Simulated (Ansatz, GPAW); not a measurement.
# Si/Fe(100) in an electric field

Wanted: the out-of-plane polarisability of Si/Fe(100).

Program: GPAW 26.7.0 and Ansatz 0.2.0. Level of theory: Ansatz plane waves; slab in vacuum with a dipole correction, relaxation, in the first sound run; inputs show where later runs differ. Results are calculated unless marked as measured.

### 1. The starting structure

The cell holds 6 atoms: 5 Fe and 1 Si. Its edges and angles: a = 2.870 Å, b = 2.870 Å, c = 21.287 Å, α = 90.0°, β = 90.0°, γ = 90.0°. Vacuum lies along c.

### 2. Relaxing the atoms

Forces are removed first; all later runs use this geometry. The lowest 3 atoms are held at bulk positions and keep their forces.

input.yaml reads:

```yaml
crystal:
  lattice:
    - [2.87, 0.0, 0.0]
    - [0.0, 2.87, 0.0]
    - [0.0, 0.0, 21.2865129324]
  atoms:
    - { symbol: Fe, position: [0.0, 0.0, 0.328846722], spin: 2.5 }
    - { symbol: Fe, position: [0.5, 0.5, 0.3962603], spin: 2.5 }
    - { symbol: Fe, position: [0.0, 0.0, 0.463673878], spin: 2.5 }
    - { symbol: Fe, position: [0.5, 0.5, 0.531087456], spin: 2.5 }
    - { symbol: Fe, position: [0.0, 0.0, 0.598501034], spin: 2.5 }
    - { symbol: Si, position: [0.5, 0.5, 0.671153278] }
magnetization:
  spin_polarized: true
kpoints:
  mp_grid: { grid: [11, 11, 1] }
hamiltonian:
  xc: pbe
scf:
  occupations: { method: fermi_dirac, width: 0.1 }
efield:
  axis: 3
  dipole_correction: true
  ramp_width: 0.05
relax:
  f_tol: 0.02
  max_steps: 60
  constraints: [{ sites: [0, 1, 2] }]
output:
  write_potential: true
  write_density: true
  volumetric_format: npy
```

On the command line:

```sh
$ ansatz run input.yaml --threads 4 --pin off --max-ram 8192MiB --backend cpu --events-out ev --progress --plain --runs-dir out
```

Numbers of over 12 decimals in the logs are rounded to 6 here.

The program printed:

```text
Engine: ansatz 0.2.0, x86_64-unknown-linux-gnu
Pseudopotentials: kind: paw
Pseudopotential: Fe, paw, valence charge 16, recommended cutoff 420 eV (normal), Fe.paw.azcp
Pseudopotential: Si, paw, valence charge 4, recommended cutoff 420 eV (normal), Si.paw.azcp
Functional definition: PBE
  parameter kappa = 0.804
  parameter beta = 0.066725
  exchange = pbe_x(kappa = kappa, mu = beta*pi^2/3)
  correlation = pbe_c(beta = beta)
Crystal: 6 atoms, lattice volume = 175.335 Å³
Basis set: ecut = 420 eV, 3411 PW (Γ), exchange–correlation on 40×40×288 points (8 copies of the dense FFT grid, shifted against one another)
Bands: 58, of which v1, the nominal top of the filled ones, is band 42 counted from 1 (41 counted from 0)
Symmetry: 8 space group operations
k-points: 21 of 121
Non-local potential: Fe, projectors of the file, l = 0: 3, l = 1: 2, l = 2: 3, l = 3: 1
Non-local potential: Si, projectors of the file, l = 0: 2, l = 1: 2, l = 2: 2
PAW form: soft (Blöchl's): semilocal exchange-correlation on the pseudo side does not see the compensation charge
PAW one-centre angular grid: Fe, 590 points (default); XC on 64 Gauss nodes
PAW one-centre angular grid: Si, 110 points (default); XC on 64 Gauss nodes
Initial density: superposition of atomic densities (neutral atoms: chi_scale 0, normalization atom)
Starting moments: Σ|m| = 12.5 μB on 5 of 6 sites
Initial wavefunctions: pseudopotential atomic-orbital guess
Functional: x = pbe(κ = 0.804, μ = 0.219515), c = pbe(β = 0.066725)
SCF iter   1: F=—  HF=-23035.086543 eV  |F-HF|=—  |Δ(HF+E_count)|=         —  Δρ=4.15e-2 (↑1.68e-2 ↓4.15e-2)  dr2=1.96e1  dr2_m=7.82e-1  M=12.285 μB ∫|m|=12.499 μB  β_m=1.00  ethr=3.10e-3  p=0.000 e·Å  D=4.87e-7 V/Å  ΔV_dip=-0.00 eV  dr2_dipole=1.09e0  V_vac-E_F(+/−)=7.19/7.19 eV  ⟨swp⟩=10.6  Hψ=12291  notcnv=0  defer=27
Mixer restart at iter 1: flushing history
efield: sawtooth ramp at fractional position 0.9750 (placed from the atoms, in the widest stretch of the axis that holds none; the zero of the levels goes with the place), width 0.0500; the density the first Hamiltonian is built on has a dipole p = 0.000 e·Å; the dipole correction subtracts the counter field D = 4.87e-7 V/Å, which shifts the + side's vacuum level by -0.00 eV against the − side's; the planar-averaged density in the ramp window peaks in size at 7.1e-6 e/Å³
preconditioner: auto → LDOS  [metal: Δε(μ)=0.008 eV  Ē_g=6.277 eV  σ=0.100 eV  W_gap=0.02  n_scr=44 (ndim 8)  ℏωp=18.6 eV  f_vac=0.501  D(μ)=6.41/eV (n_scr^D=52)]
spin=Collinear: LDOS preconditioning applied to the charge; magnetization (m = ρ↑ − ρ↓) channel mixes plain (no charge-response kernel on spin).
SCF iter   2: F=—  HF=-23033.586884 eV  |F-HF|=—  |Δ(HF+E_count)|=    1.50e0  Δρ=1.43e-2 (↑1.43e-2 ↓1.02e-2)  dr2=3.73e0  dr2_m=1.01e-1  M=12.449 μB ∫|m|=12.922 μB  β_m=0.35  ethr=3.10e-3  p=-0.022 e·Å  D=-2.24e-2 V/Å  ΔV_dip=0.48 eV  dr2_dipole=1.40e-1  V_vac-E_F(+/−)=6.20/5.72 eV  ⟨swp⟩=3.2  Hψ=4427  notcnv=0  defer=99
density mixer auto → msr1: a metal under ldos (density of states about μ 2.47 of a free-electron gas's, 44 screened modes)
SCF iter   3: F=—  HF=-23035.173620 eV  |F-HF|=—  |Δ(HF+E_count)|=    1.59e0  Δρ=6.71e-3 (↑6.71e-3 ↓4.36e-3)  dr2=2.69e-1  dr2_m=2.39e-2  M=12.393 μB ∫|m|=13.000 μB  β_m=0.43  ethr=3.10e-3  p=-0.035 e·Å  D=-3.59e-2 V/Å  ΔV_dip=0.76 eV  dr2_dipole=4.79e-4  V_vac-E_F(+/−)=5.42/4.66 eV  ⟨swp⟩=3.0  Hψ=3453  notcnv=0  defer=97
SCF iter   4: F=—  HF=-23036.111907 eV  |F-HF|=—  |Δ(HF+E_count)|=         —  Δρ=9.17e-3 (↑8.39e-3 ↓9.17e-3)  dr2=4.23e-1  dr2_m=1.11e-1  M=12.510 μB ∫|m|=13.173 μB  β_m=0.43  ethr=3.20e-4  p=-0.037 e·Å  D=-3.78e-2 V/Å  ΔV_dip=0.80 eV  dr2_dipole=2.48e-1  V_vac-E_F(+/−)=4.97/4.17 eV  ⟨swp⟩=3.0  Hψ=4222  notcnv=0  defer=95
SCF iter   5: F=—  HF=-23036.281689 eV  |F-HF|=—  |Δ(HF+E_count)|=   1.70e-1  Δρ=5.53e-3 (↑5.38e-3 ↓5.53e-3)  dr2=1.73e-1  dr2_m=4.26e-2  M=12.510 μB ∫|m|=13.166 μB  β_m=0.71  ethr=3.20e-4  p=-0.037 e·Å  D=-3.86e-2 V/Å  ΔV_dip=0.82 eV  dr2_dipole=1.06e-1  V_vac-E_F(+/−)=4.92/4.10 eV  ⟨swp⟩=2.0  Hψ=3029  notcnv=0  defer=100
SCF iter   6: F=—  HF=-23036.382493 eV  |F-HF|=—  |Δ(HF+E_count)|=   1.01e-1  Δρ=1.49e-3 (↑1.49e-3 ↓1.47e-3)  dr2=1.05e-2  dr2_m=2.25e-3  M=12.503 μB ∫|m|=13.159 μB  β_m=0.73  ethr=2.05e-4  p=-0.041 e·Å  D=-4.26e-2 V/Å  ΔV_dip=0.91 eV  dr2_dipole=4.45e-3  V_vac-E_F(+/−)=4.86/3.95 eV  ⟨swp⟩=2.0  Hψ=3768  notcnv=0  defer=103
SCF iter   7: F=—  HF=-23036.383816 eV  |F-HF|=—  |Δ(HF+E_count)|=   1.32e-3  Δρ=1.23e-3 (↑1.23e-3 ↓6.02e-4)  dr2=5.03e-3  dr2_m=4.77e-4  M=12.511 μB ∫|m|=13.176 μB  β_m=0.60  ethr=1.25e-5  p=-0.042 e·Å  D=-4.36e-2 V/Å  ΔV_dip=0.93 eV  dr2_dipole=6.71e-4  V_vac-E_F(+/−)=4.83/3.90 eV  ⟨swp⟩=2.6  Hψ=4641  notcnv=0  defer=102
SCF iter   8: F=—  HF=-23036.382834 eV  |F-HF|=—  |Δ(HF+E_count)|=   9.82e-4  Δρ=2.72e-4 (↑2.57e-4 ↓2.72e-4)  dr2=3.22e-4  dr2_m=7.87e-5  M=12.514 μB ∫|m|=13.182 μB  β_m=0.61  ethr=5.99e-6  p=-0.043 e·Å  D=-4.40e-2 V/Å  ΔV_dip=0.94 eV  dr2_dipole=4.86e-5  V_vac-E_F(+/−)=4.81/3.88 eV  ⟨swp⟩=2.0  Hψ=3331  notcnv=0  defer=102
SCF iter   9: F=—  HF=-23036.382865 eV  |F-HF|=—  |Δ(HF+E_count)|=   3.19e-5  Δρ=1.77e-4 (↑1.77e-4 ↓9.52e-5)  dr2=1.02e-4  dr2_m=2.02e-5  M=12.516 μB ∫|m|=13.187 μB  β_m=0.62  ethr=3.83e-7  p=-0.043 e·Å  D=-4.44e-2 V/Å  ΔV_dip=0.94 eV  dr2_dipole=3.38e-5  V_vac-E_F(+/−)=4.80/3.86 eV  ⟨swp⟩=2.4  Hψ=3681  notcnv=0  defer=101
SCF iter  10: F=—  HF=-23036.382889 eV  |F-HF|=—  |Δ(HF+E_count)|=   2.36e-5  Δρ=6.38e-5 (↑3.74e-5 ↓6.38e-5)  dr2=3.26e-5  dr2_m=2.03e-6  M=12.518 μB ∫|m|=13.189 μB  β_m=0.60  ethr=1.22e-7  p=-0.043 e·Å  D=-4.44e-2 V/Å  ΔV_dip=0.94 eV  dr2_dipole=1.56e-5  V_vac-E_F(+/−)=4.79/3.85 eV  ⟨swp⟩=2.0  Hψ=3377  notcnv=0  defer=101
SCF iter  11: F=—  HF=-23036.382895 eV  |F-HF|=—  |Δ(HF+E_count)|=   5.70e-6  Δρ=3.10e-5 (↑3.10e-5 ↓2.09e-5)  dr2=3.82e-6  dr2_m=8.55e-7  M=12.519 μB ∫|m|=13.190 μB  β_m=0.72  ethr=3.89e-8  p=-0.043 e·Å  D=-4.43e-2 V/Å  ΔV_dip=0.94 eV  dr2_dipole=2.41e-6  V_vac-E_F(+/−)=4.79/3.85 eV  ⟨swp⟩=2.2  Hψ=3320  notcnv=0  defer=101
SCF iter  12: F=-23036.382890 eV  HF=-23036.382896 eV  |F-HF|=6.14e-6  |Δ(HF+E_count)|=   1.37e-6  Δρ=2.23e-5 (↑2.23e-5 ↓2.20e-5)  dr2=4.85e-6  dr2_m=1.54e-7  M=12.520 μB ∫|m|=13.190 μB  ethr=4.55e-9  p=-0.043 e·Å  D=-4.43e-2 V/Å  ΔV_dip=0.94 eV  dr2_dipole=1.85e-6  V_vac-E_F(+/−)=4.79/3.85 eV  ⟨swp⟩=9.5  Hψ=18799  notcnv=0
SCF 1 converged in 12 iterations: F = -23036.382890 eV  dr2 = 4.85e-6
[...]
SCF iter   8: F=-23036.643432 eV  HF=-23036.643458 eV  |F-HF|=2.59e-5  |Δ(HF+E_count)|=   1.08e-6  Δρ=7.36e-5 (↑3.79e-5 ↓7.36e-5)  dr2=2.68e-5  dr2_m=2.08e-6  M=12.456 μB ∫|m|=13.084 μB  ethr=5.88e-8  p=-0.028 e·Å  D=-2.84e-2 V/Å  ΔV_dip=0.60 eV  dr2_dipole=3.64e-6  V_vac-E_F(+/−)=4.48/3.88 eV  ⟨swp⟩=13.0  Hψ=22427  notcnv=0
SCF 3 converged in 8 iterations: F = -23036.643432 eV  dr2 = 2.68e-5
relax step   3: F+E_penalty+E_count = -23036.64343191 eV  Δ(F+E_penalty+E_count) = -9.433e-2 eV  max|allowed force component| = 4.349e-1 eV/Å  Δτ_max = 0.1998 Å  (8 SCF iters, dr2 threshold 4.94e-5 eV, accepted)
[...]
relax step   4: F+E_penalty+E_count = -23036.64932567 eV  Δ(F+E_penalty+E_count) = -5.894e-3 eV  max|allowed force component| = 2.148e-1 eV/Å  Δτ_max = 0.0617 Å  (8 SCF iters, dr2 threshold 4.53e-5 eV, accepted)
[...]
relax step   5: F+E_penalty+E_count = -23036.65192652 eV  Δ(F+E_penalty+E_count) = -2.601e-3 eV  max|allowed force component| = 8.548e-3 eV/Å  Δτ_max = 0.0263 Å  (7 SCF iters, dr2 threshold 1.11e-5 eV, accepted)
iter 1 solved again at ethr=1.05e-9 eV; its pass at ethr=3.10e-3 eV (dr2=8.85e-7 eV) is discarded
SCF iter   1: F=—  HF=-23036.651928 eV  |F-HF|=—  |Δ(HF+E_count)|=         —  Δρ=2.20e-5 (↑2.20e-5 ↓1.88e-5)  dr2=8.85e-7  dr2_m=5.68e-7  M=12.443 μB ∫|m|=13.069 μB  β_m=1.00  ethr=1.05e-9  p=-0.028 e·Å  D=-2.92e-2 V/Å  ΔV_dip=0.62 eV  dr2_dipole=1.28e-7  V_vac-E_F(+/−)=4.49/3.87 eV  ⟨swp⟩=1.2  Hψ=6005  notcnv=0  defer=103
efield: sawtooth ramp at fractional position 0.9750 (handed on by an earlier solve), width 0.0500; the density the first Hamiltonian is built on has a dipole p = -0.028 e·Å; the dipole correction subtracts the counter field D = -2.92e-2 V/Å, which shifts the + side's vacuum level by +0.62 eV against the − side's; the planar-averaged density in the ramp window peaks in size at 5.2e-6 e/Å³
preconditioner: auto → LDOS  [metal: Δε(μ)=0.015 eV  Ē_g=6.069 eV  σ=0.100 eV  W_gap=0.04  n_scr=10 (ndim 8)  ℏωp=18.6 eV  f_vac=0.528  D(μ)=4.64/eV (n_scr^D=14)]
spin=Collinear: LDOS preconditioning applied to the charge; magnetization (m = ρ↑ − ρ↓) channel mixes plain (no charge-response kernel on spin).
SCF iter   2: F=—  HF=-23036.651927 eV  |F-HF|=—  |Δ(HF+E_count)|=   9.68e-8  Δρ=5.82e-6 (↑5.82e-6 ↓4.96e-6)  dr2=6.70e-8  dr2_m=3.31e-8  M=12.443 μB ∫|m|=13.070 μB  β_m=0.35  ethr=1.05e-9  p=-0.028 e·Å  D=-2.92e-2 V/Å  ΔV_dip=0.62 eV  dr2_dipole=8.47e-9  V_vac-E_F(+/−)=4.49/3.87 eV  ⟨swp⟩=2.0  Hψ=3264  notcnv=0  defer=103
density mixer auto → msr1: a metal under ldos (density of states about μ 2.25 of a free-electron gas's, 44 screened modes)
SCF iter   3: F=—  HF=-23036.651928 eV  |F-HF|=—  |Δ(HF+E_count)|=   5.25e-8  Δρ=3.53e-6 (↑3.53e-6 ↓2.85e-6)  dr2=2.35e-8  dr2_m=1.06e-8  M=12.443 μB ∫|m|=13.070 μB  β_m=0.67  ethr=7.97e-11  p=-0.028 e·Å  D=-2.92e-2 V/Å  ΔV_dip=0.62 eV  dr2_dipole=2.69e-9  V_vac-E_F(+/−)=4.49/3.87 eV  ⟨swp⟩=2.2  Hψ=3323  notcnv=0  defer=103
SCF iter   4: F=—  HF=-23036.651928 eV  |F-HF|=—  |Δ(HF+E_count)|=   9.45e-8  Δρ=2.63e-6 (↑2.63e-6 ↓1.35e-6)  dr2=1.47e-8  dr2_m=3.42e-9  M=12.443 μB ∫|m|=13.070 μB  β_m=0.63  ethr=2.80e-11  p=-0.028 e·Å  D=-2.92e-2 V/Å  ΔV_dip=0.62 eV  dr2_dipole=1.99e-9  V_vac-E_F(+/−)=4.49/3.87 eV  ⟨swp⟩=2.4  Hψ=4511  notcnv=0  defer=103
SCF iter   5: F=-23036.651928 eV  HF=-23036.651928 eV  |F-HF|=7.84e-9  |Δ(HF+E_count)|=  2.11e-10  Δρ=1.86e-6 (↑7.75e-7 ↓1.86e-6)  dr2=7.89e-9  dr2_m=1.88e-9  M=12.443 μB ∫|m|=13.070 μB  ethr=1.75e-11  p=-0.028 e·Å  D=-2.92e-2 V/Å  ΔV_dip=0.62 eV  dr2_dipole=8.15e-10  V_vac-E_F(+/−)=4.49/3.87 eV  ⟨swp⟩=7.7  Hψ=15444  notcnv=0
SCF 6 converged in 5 iterations: F = -23036.651928 eV  dr2 = 7.89e-9
relax step   6: F+E_penalty+E_count = -23036.65192760 eV  Δ(F+E_penalty+E_count) = -1.078e-6 eV  max|allowed force component| = 8.476e-3 eV/Å  Δτ_max = 0.0000 Å  (5 SCF iters, accepted)
NSCF: frozen V_eff on 21 k-points
the band table was solved once a step of the walk had ended and its energy, with any forces and stress, was formed, with the checks that follow a solve (12780 applications of the Hamiltonian). They found nothing against the state; the energy, forces and stress were not computed again (output.eigenvalues in the input reference)
WARN: The output density's exchange-correlation potential varies sharply where the density is thin. Do not read a vacuum level from v_tot or v_xc, or from such a field of the output density. On a cell that repeats whose density bears no net charge and no dipole along the vacuum's axis use v_es (v_loc + v_h of the components); under efield.dipole_correction with no amplitude use v_es + v_field, which holds any externa [...]
SCF converged after 5 iterations
Magnetization: 12.4428 μB (48.2214 up, 35.7786 down)
Absolute magnetization: 13.0732 μB (∫|ρ↑−ρ↓|, with the PAW one-centre terms)
Spin contamination: 0.2319 ħ² per cell (⟨S²⟩ above its minimum at these occupations)
Per-site moments (μB) at R_I (Å): [(2.986359, 1.025266), (2.436703, 1.025266), (2.505881, 1.023482), (2.490994, 1.021148), (1.775483, 0.971758), (0.096566, 0.971758)]
Free energy (F): -23036.651928 eV
Harris-Foulkes:  -23036.651928 eV  (|F-HF|=7.84e-9)
Internal energy: -23036.489784 eV  (E = F + TS)
E sigma→0 (E₀):  -23036.570856 eV
Entropy (-TS):   -0.162144 eV (-27.024 meV/atom)
Fermi energy:    4.520168 eV
Dipole field:    D = -0.029251 V/Å  (p = -0.028343 e·Å, saw-weighted, corrected)
Work function:   Φ+ = 4.4934 eV   Φ− = 3.8707 eV
Levels:          The Fermi level and band energies are counted from a zero that moves with the ramp; work functions are not
--- Per-component energies (eV) ---
  E_band       = -2190.655513
  E_kinetic    = 1788.289647
  E_local      = -125740.036363  (includes V_loc(G=0)·N_el)
  E_nonlocal   = 1126.865363
  E_hartree    = 61471.221608
  E_xc         = -641.148962
  E_vxc        = -800.961251  (∫ρ·V_xc dr)
  E_paw        = -7349.777136  (= ΣΔE_a)
  E_vpaw       = -1505.815958  (= ΣTr[D̂ρ^β])
  E_aug_tail   = 0.004072  (compensation charges beyond the density's cutoff)
  E_efield     = 0.000415  (sawtooth field / dipole correction)
  E_vefield    = -1.441396  (∫n·V_field dr)
  E_ewald      = 46308.091572
  E_smearing   = -0.162144  (= −TS)
  E_closure    = -0.000000  (closes the sum)
  Σ components = -23036.651928   (vs F -23036.651928, Δ=0.00e0)
--- Forces (eV/Å), atoms counted from 1 ---
  atom   1  Fe     0.00000000     0.00000000     0.40215849
  atom   2  Fe    -0.00000000     0.00000000    -0.22558503
  atom   3  Fe     0.00000000     0.00000000    -0.18367183
  atom   4  Fe     0.00000000     0.00000000     0.00847629
  atom   5  Fe     0.00000000     0.00000000    -0.00397860
  atom   6  Si     0.00000000     0.00000000     0.00261232
  max |Σ_I F_I| component: 1.16e-5 eV/Å
--- Band table (eV; the first three rows and the last of 42) ---
  k-point 0 ↑: bands = [... 38 lower, 2.5104, 2.9872, 3.0639, 3.0639, 3.0891, 3.3396, 3.7266, 3.8484, ... 12 higher]
  k-point 1 ↑: bands = [... 38 lower, 2.7260, 2.7876, 2.9781, 3.0568, 3.3029, 3.3787, 3.5503, 3.7829, ... 12 higher]
  k-point 2 ↑: bands = [... 38 lower, 2.7838, 2.8844, 2.9625, 3.0377, 3.2706, 3.4526, 3.4838, 3.5362, ... 12 higher]
  k-point 20 ↓: bands = [... 38 lower, 5.8488, 5.9989, 6.0187, 6.0544, 6.3013, 6.3628, 6.3800, 6.4351, ... 12 higher]
--- Relaxed structure (6 steps of the walk, 6 accepted, 0 SCFs on fresh bases) ---
  F+E_penalty+E_count = -23036.65192760 eV   max|allowed force component| = 8.476e-3 eV/Å
  atoms:
    - { symbol: Fe, position: [0.0, 0.0, 0.328846722] }
    - { symbol: Fe, position: [0.5, 0.5, 0.3962603] }
    - { symbol: Fe, position: [0.0, 0.0, 0.463673878] }
    - { symbol: Fe, position: [0.5, 0.5, 0.530735] }
    - { symbol: Fe, position: [0, 0.0, 0.597333] }
    - { symbol: Si, position: [0.5, 0.5, 0.653535] }
```

The job ended after 35 s (4 threads of Intel Xeon 6975P-C (Granite Rapids), shared host; peak memory 0.77 GiB).

Step by step:

```
step  energy less that of the first step (eV)  largest force component (eV/Å)
   1                                   0.0000                          1.1784
   2                                  -0.1662                          0.8888
   3                                  -0.2605                          0.4349
   4                                  -0.2664                          0.2148
   5                                  -0.2690                          0.0085
   6                                  -0.2690                          0.0085
```

The run keeps the 8 symmetry operations that it works with, so distortions that break them were not tested.

The atoms that moved most (Å):

```
atom     dx     dy      dz  length
 Si6  0.000  0.000  -0.375   0.375
 Fe5  0.000  0.000  -0.025   0.025
 Fe4  0.000  0.000  -0.008   0.008
```

The relaxed structure:

```xyz
6
Lattice="2.8700 0.0000 0.0000 0.0000 2.8700 0.0000 0.0000 0.0000 21.2865" Properties=species:S:1:pos:R:3
Fe    0.0000    0.0000    7.0000
Fe    1.4350    1.4350    8.4350
Fe    0.0000    0.0000    9.8700
Fe    1.4350    1.4350   11.2975
Fe    0.0000    0.0000   12.7151
Si    1.4350    1.4350   13.9115
```

This step gave:

| Property | Result |
| --- | --- |
| free energy | -23036.6519 eV |
| smearing term TS | 0.1621 eV |
| magnetization | 12.44 μB |
| absolute magnetization | 13.07 μB |
| site moments | 2.986, 2.437, 2.506, 2.491, 1.775, 0.09657 μB |
| symmetry operations | 8 |
| upper work function | 4.493 eV |
| lower work function | 3.871 eV |
| dipole along the normal | -0.02834 e·Å |
| dipole field | -0.02925 V/Å |
| vacuum level above | 9.014 eV |
| vacuum level below | 8.391 eV |

The electrostatic potential energy of an electron (with the applied field's), less the Fermi level, planar mean oscillates, so the rows of the table below give means over windows of 1.4 Å about each position, cut where the curve ends. Its maxima inside the range that stand out by 2 % of the span (Å: eV): 7.7: -6.94, 9.2: -6.80, 10.6: -7.11, 12.0: -7.24, 13.3: -11.9. Its minima: 6.9: -11.9, 8.4: -12.0, 9.9: -11.9, 11.2: -12.0, 12.9: -13.1, 13.9: -13.5.

Electrostatic potential energy of an electron (with the applied field's), less the Fermi level, planar mean against z; means over each step:

```
z (Å)  electrostatic potential energy of an electron (with the applied field's), less the Fermi level, planar mean (eV)
 0.70                                                                                                              3.93
 2.10                                                                                                              3.87
 3.50                                                                                                              3.86
 4.90                                                                                                              3.54
 6.30                                                                                                             -3.85
 7.70                                                                                                             -9.57
 9.10                                                                                                             -9.47
10.50                                                                                                             -9.59
11.90                                                                                                             -9.83
13.30                                                                                                             -12.7
14.70                                                                                                             -2.94
16.10                                                                                                              4.25
17.50                                                                                                              4.49
18.90                                                                                                              4.49
20.30                                                                                                              4.48
```

The valence density, planar mean (density) oscillates, so the rows of the table below give means over windows of 1.48 Å about each position, cut where the curve ends. Its maxima inside the range that stand out by 2 % of the span (Å: e/Å³): 6.9: 2.33, 8.4: 2.38, 9.9: 2.38, 11.2: 2.34, 12.7: 2.43. Its minima: 7.7: 0.511, 9.2: 0.505, 10.6: 0.532, 12.0: 0.535.

Valence density, planar mean against z; means over each step:

```
z (Å)  density (e/Å³)  rho spin (e/Å³)
 2.22          1.9e-5           3.9e-6
 3.70          6.3e-4           1.8e-4
 5.18          0.0206          0.00680
 6.66            1.13            0.227
 8.14            1.34            0.203
 9.62            1.34            0.204
11.10            1.34            0.203
12.58            1.37            0.147
14.06           0.293           0.0187
15.54          0.0411           0.0110
17.02          8.6e-4           3.6e-4
18.50          1.6e-5           9.1e-6
```

Site moment by atom:

```
atom  site moment (μB)
 Fe1              2.99
 Fe2              2.44
 Fe3              2.51
 Fe4              2.49
 Fe5              1.78
 Si6              0.10
```

The relaxation lowered the energy of the cell by 0.269 eV.

[end of part 1 of 3]

[Logs are printed without paths, hosts, clocks, repeated set-up lines and the standing remarks that a program may print on its own settings, such as how far it seeks lower states.]

[Hosts, paths, dates, database ids (printed as entryN), source tags and the programs' standing remarks are cut or masked in the printed files.]
